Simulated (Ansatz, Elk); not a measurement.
**Bonding as seen by X-rays: FeRu3C**

Structure refinements treat a crystal as free atoms side by side. For a made-up structure of FeRu3C (cell and positions from a PBEsol relaxation) the runs below show what the calculated density changes in F(hkl).

Calculated with Elk 11.2.3 (patched build); DFT, PBE, all-electron APW+lo, Dirac cores, scalar-relativistic bands, static density, ferromagnetic start.

The structure was built from a prototype and need not be the compound's stable phase.

**1. Starting point**

The structure is cubic, space group Pm-3m (No. 221). The conventional cell has a = 3.957 Å, b = 3.957 Å, c = 3.957 Å, α = 90.00°, β = 90.00°, γ = 90.00°. Nearest to Ru lie 2 C at 1.98 Å and 8 Ru at 2.80 Å and 4 Fe at 2.80 Å. Fe has 12 Ru at 2.80 Å nearest. Nearest to C lie 6 Ru at 1.98 Å. Farther neighbours are not listed.

As a file:

```cif
data_structure
_symmetry_space_group_name_H-M 'Pm-3m'
_symmetry_Int_Tables_number 221
_cell_length_a 3.9568
_cell_length_b 3.9568
_cell_length_c 3.9568
_cell_angle_alpha 90.000
_cell_angle_beta 90.000
_cell_angle_gamma 90.000
_cell_volume 61.95
loop_
_atom_site_label
_atom_site_type_symbol
_atom_site_symmetry_multiplicity
_atom_site_Wyckoff_symbol
_atom_site_fract_x
_atom_site_fract_y
_atom_site_fract_z
_atom_site_occupancy
Ru1 Ru 3 c 0.50000 0.50000 0.00000 1
Fe1 Fe 1 a 0.00000 0.00000 0.00000 1
C1 C 1 b 0.50000 0.50000 0.50000 1
```

**2. Ground state and structure factors**

An all-electron density is needed, since X-rays see the cores too. Task 0 finds the density and task 195 Fourier-transforms it; tshift is off so that phases refer to the origin typed.

Input file elk.in:

```
tasks
  0
  195
  196

xctype
  20

spinpol
  .true.

rgkmax
  7.0

gmaxvr
  14.0

lmaxo
  7

lmaxapw
  8

swidth
  0.002

tshift
  .false.

ramdisk
  .false.

hmaxvr
  5.5

maxscl
  120

epspot
  1e-06

reducebf
  0.8

sppath
  './'

avec
  7.47720948339 -0.00000000000 -0.00000000000
  -0.00000000000 7.47720948339 0.00000000000
  -0.00000000000 0.00000000000 7.47720948339

atoms
  3
  'Ru.in'
  3
  0.5000000000 0.5000000000 -0.0000000000   0.000000 0.000000 0.000000
  0.5000000000 -0.0000000000 0.5000000000   0.000000 0.000000 0.000000
  -0.0000000000 0.5000000000 0.5000000000   0.000000 0.000000 0.000000
  'Fe.in'
  1
  0.0000000000 0.0000000000 0.0000000000   0.000000 0.000000 -0.165000
  'C.in'
  1
  0.5000000000 0.5000000000 0.5000000000   0.000000 0.000000 0.000000

ngridk
  5 5 5
```

Command:

```sh
> OMP_NUM_THREADS=4 elk
```

Numbers of over 12 decimals in the logs are rounded to 6 here.

What it wrote:

```text
┌─────────────────────────┐
│ Elk code version 11.2.3 │
└─────────────────────────┘

All units are atomic (Hartree, Bohr, etc.)

┌─────────────────────────────────────────────────┐
│ Ground-state run starting from atomic densities │
└─────────────────────────────────────────────────┘

Lattice vectors :
   7.477209483      -0.000000000      -0.000000000
  -0.000000000       7.477209483       0.000000000
  -0.000000000       0.000000000       7.477209483

Reciprocal lattice vectors :
  0.8403115255       0.000000000       0.000000000
   0.000000000      0.8403115255       0.000000000
   0.000000000       0.000000000      0.8403115255

Unit cell volume      :    418.0407752
Brillouin zone volume :   0.5933636817

Muffin-tin inner radius fraction :   0.1000000000E-01

Nuclei treated as point charges

Species : 1 (Ru)
 parameters loaded from : Ru.in
 name : ruthenium
 nuclear charge    :   -44.00000000
 electronic charge :    44.00000000
 atomic mass :    184239.3393
 muffin-tin radius :    2.179630075
 number of radial points in muffin-tin :   1193
 inner part over the whole radius :   0.9942990411E-02
 number on inner part of muffin-tin    :    845
 approximate nuclear radius :   0.8462081736E-04
 number of mesh points to nuclear radius :    426
 atomic positions (lattice), magnetic fields (Cartesian) :
  1 :   0.50000000  0.50000000  0.00000000    0.00000000  0.00000000  0.00000000
  2 :   0.50000000  0.00000000  0.50000000    0.00000000  0.00000000  0.00000000
  3 :   0.00000000  0.50000000  0.50000000    0.00000000  0.00000000  0.00000000

Species : 2 (Fe)
 parameters loaded from : Fe.in
 name : iron
 nuclear charge    :   -26.00000000
 electronic charge :    26.00000000
 atomic mass :    101799.2075
 muffin-tin radius :    2.400000000
 number of radial points in muffin-tin :    993
 inner part over the whole radius :   0.9896234358E-02
 number on inner part of muffin-tin    :    700
 approximate nuclear radius :   0.7160107270E-04
 number of mesh points to nuclear radius :    332
 atomic positions (lattice), magnetic fields (Cartesian) :
  1 :   0.00000000  0.00000000  0.00000000    0.00000000  0.00000000 -0.16500000

Species : 3 (C)
 parameters loaded from : C.in
 name : carbon
 nuclear charge    :   -6.000000000
 electronic charge :    6.000000000
 atomic mass :    21894.16674
 muffin-tin radius :    1.508974667
 number of radial points in muffin-tin :    593
 inner part over the whole radius :   0.9984008660E-02
 number on inner part of muffin-tin    :    404
 approximate nuclear radius :   0.4747601631E-04
 number of mesh points to nuclear radius :    168
 atomic positions (lattice), magnetic fields (Cartesian) :
  1 :   0.50000000  0.50000000  0.50000000    0.00000000  0.00000000  0.00000000

Total number of atoms per unit cell :    5
Total muffin-tin volume :    202.4225266
 ratio of muffin-tin to unit cell volume :   0.4842171833

Spin treatment :
 spin-polarised
 global magnetic field (Cartesian) :    0.000000000       0.000000000       0.000000000
 collinear magnetisation in z-direction

Number of Bravais lattice symmetries :   48
Number of crystal symmetries         :   48
Crystal has inversion symmetry
Real symmetric eigensolver will be used

k-point grid :      5     5     5
k-point offset :    0.000000000       0.000000000       0.000000000
k-point set is reduced with full crystal symmetry group
Total number of k-points :       10

Muffin-tin radius times maximum |G+k| :    7.000000000
 using average radius
Maximum |G+k| for APW functions       :    3.349966751
Maximum (1/2)|G+k|²                   :    5.611138615
Maximum |G| for potential and density :    14.00000000
Constant for pseudocharge density :    8
 order of it for each species :   15  15  15
 order of it for pair densities of each species (exact exchange by exxq0 0: 16) :   11  13   4
Radial integration step length :    1

G-vector grid sizes :     35    35    35
Number of G-vectors :    19381

Maximum angular momentum used for
[...]
total in muffin-tins        :    1.472134452
 total moment                :    1.361718405

RMS change in Kohn-Sham potential (target) :    2.311124724     (  0.1000000000E-05)
Absolute change in total energy (target)   :   0.7018780607     (  0.1000000000E-03)

[... loops 3 to 26 left out ...]

┌──────────────────┐
│ Loop number : 27 │
└──────────────────┘

Energies :
 Fermi                       :     0.446256
 sum of occupied eigenvalues :     -8848.0681755344
 electron kinetic            :      15473.271078735
 core electron kinetic       :      14934.652054658
 Coulomb                     :     -29916.696235201
 Coulomb potential           :     -23718.023975684
 nuclear-nuclear             :     -1983.7840810162
 electron-nuclear            :     -32204.219489047
 Hartree                     :      4271.3073348617
 Madelung                    :     -18057.684247359
 xc potential                :     -603.09630461064
 xc effective B-field        :    -0.218967
 external B-field            :      0.000000
 exchange                    :     -454.51361487509
 correlation                 :     -8.453566
 electron entropic           :    -0.13204301781730E-02
 total energy                :     -14906.393658266
 (external B-field energy excluded from total)

Density of states at Fermi energy :    89.01614218
 (states/Hartree/unit cell)

Estimated indirect band gap :   0.3511048098E-02
 from k-point 3 to k-point 6
Estimated direct band gap   :   0.3845857020E-02
 at k-point 3

Charges :
 core                        :    96.00000000
 valence                     :    68.00000000
 interstitial                :    9.656511920
 muffin-tins (core leakage)
  species : 1 (Ru)
[...]
species : 2 (Fe)
[...]
species : 3 (C)
[...]
total in muffin-tins        :    154.3434881
 total calculated charge     :    163.9990350
 total charge                :    164.0000000
 error                       :   0.9649612097E-03

Moments :
 interstitial                :   0.1374025383E-01
 muffin-tins
  species : 1 (Ru)
[...]
species : 2 (Fe)
[...]
species : 3 (C)
[...]
total in muffin-tins        :    4.120100563
 total moment                :    4.133840817

RMS change in Kohn-Sham potential (target) :   0.3469291532E-06 (  0.1000000000E-05)
Absolute change in total energy (target)   :   0.1522548155E-04 (  0.1000000000E-03)

Convergence targets achieved

┌──────────────────┐
│ Loop number : 28 │
└──────────────────┘

Energies :
 Fermi                       :     0.446256
 sum of occupied eigenvalues :     -8848.0681740596
 electron kinetic            :      15473.271082203
 core electron kinetic       :      14934.652056416
 Coulomb                     :     -29916.696237012
 Coulomb potential           :     -23718.023975626
 nuclear-nuclear             :     -1983.7840810162
 electron-nuclear            :     -32204.219492496
 Hartree                     :      4271.3073365000
 Madelung                    :     -18057.684249199
 xc potential                :     -603.09630654466
 xc effective B-field        :    -0.218968
 external B-field            :      0.000000
 exchange                    :     -454.51361512030
 correlation                 :     -8.453566
 electron entropic           :    -0.13204116026256E-02
 total energy                :     -14906.393656825
 (external B-field energy excluded from total)

Density of states at Fermi energy :    89.01445881
 (states/Hartree/unit cell)

Estimated indirect band gap :   0.3511049643E-02
 from k-point 3 to k-point 6
Estimated direct band gap   :   0.3845976318E-02
 at k-point 3

Charges :
 core                        :    96.00000000
 valence                     :    68.00000000
 interstitial                :    9.656511992
 muffin-tins (core leakage)
  species : 1 (Ru)
[...]
atom 3                    :    41.65070930     (  0.1136493832E-05)
  species : 2 (Fe)
   atom 1                    :    24.79494987     ( -0.2258117124E-06)
  species : 3 (C)
   atom 1                    :    4.596410226     (  0.4704923144E-04)
 total in muffin-tins        :    154.3434880
 total calculated charge     :    163.9990350
 total charge                :    164.0000000
 error                       :   0.9649611267E-03

Moments :
 interstitial                :   0.1373982044E-01
 muffin-tins
  species : 1 (Ru)
[...]
atom 3                    :   0.2502628938
  species : 2 (Fe)
   atom 1                    :    3.343463122
  species : 3 (C)
   atom 1                    :   0.2585676718E-01
 total in muffin-tins        :    4.120108571
 total moment                :    4.133848392

┌──────────────────────────────┐
│ Self-consistent loop stopped │
└──────────────────────────────┘

Wrote STATE.OUT
```

It took 2.7 min on 4 threads of Arm Neoverse V1, shared host; peak memory 0.51 GiB; 8.5 min of CPU time.

SFACRHO.OUT:

```text

h k l indices transformed by vhmat matrix:
   1.000000000       0.000000000       0.000000000    
   0.000000000       1.000000000       0.000000000    
   0.000000000       0.000000000       1.000000000    

      h      k      l  multipl.   |H|            Re(F)            Im(F)           |F|

      0      0      0      1   0.0000000       164.00000     -0.60715711E-16   164.00000    
     -1      0      0      6  0.84031153      -21.278245     -0.93103774E-14   21.278245    
      1     -1      0     12   1.1883800      -11.319142      0.41215980E-14   11.319142    
     -1     -1     -1      8   1.4554623       117.12583      0.23646712E-13   117.12583    
      0      0     -2      6   1.6806231       117.24075      0.16512999E-13   117.24075    
     -1     -2      0     24   1.8789937      -16.166281     -0.83913634E-14   16.166281    
      1     -2      1     24   2.0583345      -10.440414     -0.14338849E-13   10.440414    
      0      2     -2     12   2.3767599       99.329839     -0.68545261E-14   99.329839    
      0     -3      0      6   2.5209346      -14.000072     -0.20272004E-13   14.000072    
     -1      2     -2     24   2.5209346      -14.228469     -0.11974597E-13   14.228469    
      3      1      0     24   2.6572984      -10.153189     -0.10136642E-14   10.153189    
      1     -3      1     24   2.7869980       87.077055      0.57433533E-14   87.077055    
     -2      2      2      8   2.9109245       88.500973     -0.12586120E-13   88.500973    
     -3      2      0     24   3.0297863      -13.244945     -0.63240816E-14   13.244945    
     -3      1      2     48   3.1441578      -9.7599202      0.15020296E-14   9.7599202    
      0     -4      0      6   3.3612461       81.044293      0.23101190E-13   81.044293    
      2     -2     -3     24   3.4646932      -12.749332     -0.19448158E-14   12.749332    
      4     -1      0     24   3.4646932      -12.864394     -0.47830263E-14   12.864394
```

Elk indexes on the primitive cell of elk.in and gives |H| = 4π sin θ/λ in inverse bohr. Below, one row stands for each form hkl of the conventional cell (m members, Friedel mates merged), F is for one primitive cell and the density is static (no thermal factor). Free-atom factors are Waasmaier and Kirfel's, and R is Σm||F|−|F'||/Σm|F|. Elk warned that it couldn't find a linearisation energy, which lowers the accuracy of some states in this run and its variants.

```tsv
hkl	m	sin θ/λ (Å⁻¹)	abs F, DFT	neutral atoms	diff.
100	6	0.126	21.278	21.310	-0.032
110	12	0.179	11.319	11.646	-0.327
111	8	0.219	117.126	118.188	-1.062
200	6	0.253	117.241	117.825	-0.584
210	24	0.283	16.166	16.047	+0.120
211	24	0.309	10.440	10.556	-0.116
220	12	0.357	99.330	99.239	+0.091
300	6	0.379	14.000	14.143	-0.143
221	24	0.379	14.229	14.143	+0.085
310	24	0.400	10.153	9.960	+0.193
311	24	0.419	87.077	86.733	+0.345
222	8	0.438	88.501	88.156	+0.345
320	24	0.456	13.245	13.235	+0.010
321	48	0.473	9.760	9.607	+0.153
```

**3. The magnetisation density**

The same run holds the spin density, and task 196 transforms it. The order is that of the start, and no other was tried.

SFACMAG_1.OUT:

```text

h k l indices transformed by vhmat matrix:
   1.000000000       0.000000000       0.000000000    
   0.000000000       1.000000000       0.000000000    
   0.000000000       0.000000000       1.000000000    

      h      k      l  multipl.   |H|            Re(F)            Im(F)           |F|

      0      0      0      1   0.0000000       4.1338486     -0.49540796E-17   4.1338486    
     -1      0      0      6  0.84031153       2.6887781     -0.43793510E-16   2.6887781    
      1     -1      0     12   1.1883800       2.4030216      0.13744838E-16   2.4030216    
     -1     -1     -1      8   1.4554623       2.5973825      0.88354683E-16   2.5973825    
      0      0     -2      6   1.6806231       2.2325082      0.38876397E-16   2.2325082    
     -1     -2      0     24   1.8789937       1.6013131     -0.22841871E-16   1.6013131    
      1     -2      1     24   2.0583345       1.4770222     -0.35272077E-16   1.4770222    
      0      2     -2     12   2.3767599       1.2674287     -0.13585892E-16   1.2674287    
      0     -3      0      6   2.5209346       1.1072462      0.47578736E-17   1.1072462    
     -1      2     -2     24   2.5209346       1.0254945     -0.15805058E-16   1.0254945    
      3      1      0     24   2.6572984      0.92427265     -0.60371881E-18  0.92427265    
      1     -3      1     24   2.7869980      0.86322674     -0.63955414E-17  0.86322674    
     -2      2      2      8   2.9109245      0.78707625     -0.44049075E-17  0.78707625    
     -3      2      0     24   3.0297863      0.72478032      0.14394309E-17  0.72478032    
     -3      1      2     48   3.1441578      0.62580078      0.37932963E-17  0.62580078    
      0     -4      0      6   3.3612461      0.47655749     -0.30112069E-16  0.47655749
```

The total moment is 4.13 μB a cell; sphere moments: Ru1 +0.25, Ru2 +0.25, Ru3 +0.25, Fe4 +3.34, C5 +0.03 μB. Polarised neutrons measure spin and orbital magnetisation together; without spin-orbit coupling the run gives the spin part:

```tsv
hkl	sin θ/λ (Å⁻¹)	abs F_M (μB)
100	0.126	2.689
110	0.179	2.403
111	0.219	2.597
200	0.253	2.232
210	0.283	1.601
211	0.309	1.477
220	0.357	1.267
300	0.379	1.107
221	0.379	1.026
310	0.400	0.924
311	0.419	0.863
222	0.438	0.787
320	0.456	0.725
321	0.473	0.626
```

[end of part 1 of 2]

[Logs are printed without paths, hosts, clocks, repeated set-up lines and the standing remarks that a program may print on its own settings, such as how far it seeks lower states.]

[Hosts, paths, dates, database ids (printed as entryN), source tags and the programs' standing remarks are cut or masked in the printed files.]
